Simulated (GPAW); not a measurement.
Consider KZnF3 (Pm-3m).

```cif
data_structure
_symmetry_space_group_name_H-M 'P 1'
_symmetry_Int_Tables_number 1
_cell_length_a 4.0500
_cell_length_b 4.0500
_cell_length_c 4.0500
_cell_angle_alpha 90.000
_cell_angle_beta 90.000
_cell_angle_gamma 90.000
_cell_volume 66.43
loop_
_atom_site_label
_atom_site_type_symbol
_atom_site_fract_x
_atom_site_fract_y
_atom_site_fract_z
_atom_site_occupancy
Zn1 Zn 0.50000 0.50000 0.50000 1
K2 K 0.00000 0.00000 0.00000 1
F3 F 0.50000 0.00000 0.50000 1
F4 F 0.00000 0.50000 0.50000 1
F5 F 0.50000 0.50000 0.00000 1
```

Absorber: atom 3, with 2 Zn at 2.02 Å (linear, site symmetry 4/mmm). Method: GPAW, RPBE, full core hole (charged cell), 20-atom cell with 7.0 Å between holes, 3×3×3 k points, dipole transitions, Gaussian full width 0.9 eV up to 4 eV, rising linearly to 3.5 eV at 25 eV.

Question: Where do the maxima of the F K edge fall?

Main maxima up to 24 eV above the zero (height): 2.5 eV (1.84), 5.5 eV (2.92), 10.3 eV (1.21) and 18.1 eV (1.12). A K edge sees empty p states on the absorber. The total-energy difference plus the lowest empty eigenvalue puts the zero at 694.83 eV. One term is added: -9.97 eV, since the hole is spin-paired here and a spin-polarised one costs that much less in the free atom (computed apart). The photon energy is then 684.86 eV. The functional and the charged cell's background leave an error of a few eV in such absolute values.

The F K spectrum (energy from the lowest empty level; intensity scaled to a mean of 1 over the first 20 eV):

```
E (eV)  intensity
  -2.0       0.00
  -1.5       0.00
  -1.0       0.00
  -0.5       0.00
   0.0       0.01
   0.5       0.05
   1.0       0.12
   1.5       0.27
   2.0       1.06
   2.5       1.84
   3.0       1.33
   3.5       0.62
   4.0       0.51
   4.5       0.92
   5.0       2.23
   5.5       2.92
   6.0       2.44
   6.5       2.17
   7.0       2.01
   7.5       1.54
   8.0       1.00
   8.5       0.76
   9.0       0.85
   9.5       1.04
  10.0       1.18
  10.5       1.20
  11.0       1.09
  11.5       0.90
  12.0       0.69
  12.5       0.53
  13.0       0.44
  13.5       0.37
  14.0       0.31
  14.5       0.29
  15.0       0.36
  15.5       0.50
  16.0       0.68
  16.5       0.85
  17.0       0.99
  17.5       1.08
  18.0       1.12
  18.5       1.10
  19.0       1.06
  19.5       0.99
  20.0       0.92
  20.5       0.84
  21.0       0.78
  21.5       0.73
  22.0       0.72
  22.5       0.74
  23.0       0.79
  23.5       0.85
  24.0       0.92
  24.5       0.99
  25.0       1.06
  25.5       1.11
  26.0       1.15
  26.5       1.18
  27.0       1.21
  27.5       1.25
  28.0       1.29
  28.5       1.33
  29.0       1.37
  29.5       1.41
  30.0       1.44
  30.5       1.48
  31.0       1.51
  31.5       1.52
  32.0       1.49
```

The mesh is coarse (0.37 Å⁻¹ between points), so small maxima may be mesh ripples. Lifetime broadening is put in by hand, and intensities beyond about 20 eV depend on it and on the partial waves; weight that the partial waves miss at high energy is lost. The structure is a published determination, not relaxed.

[Banner, clock and machine lines of the logs are left out without a mark of their own.]

[Logs are printed without paths, hosts, clocks, repeated set-up lines and the standing remarks that a program may print on its own settings, such as how far it seeks lower states.]

[Hosts, paths, dates, database ids (printed as entryN), source tags and the programs' standing remarks are cut or masked in the printed files.]

[Lists of maxima count a maximum above −3 eV only where it reaches 4 % of the highest in the window and stands out from its surroundings by 2 % of it (1.5 % where it reaches 55 %); shoulders and weaker maxima are passed over, and of the rest the first, up to two pre-edge ones and the few strongest are named.]
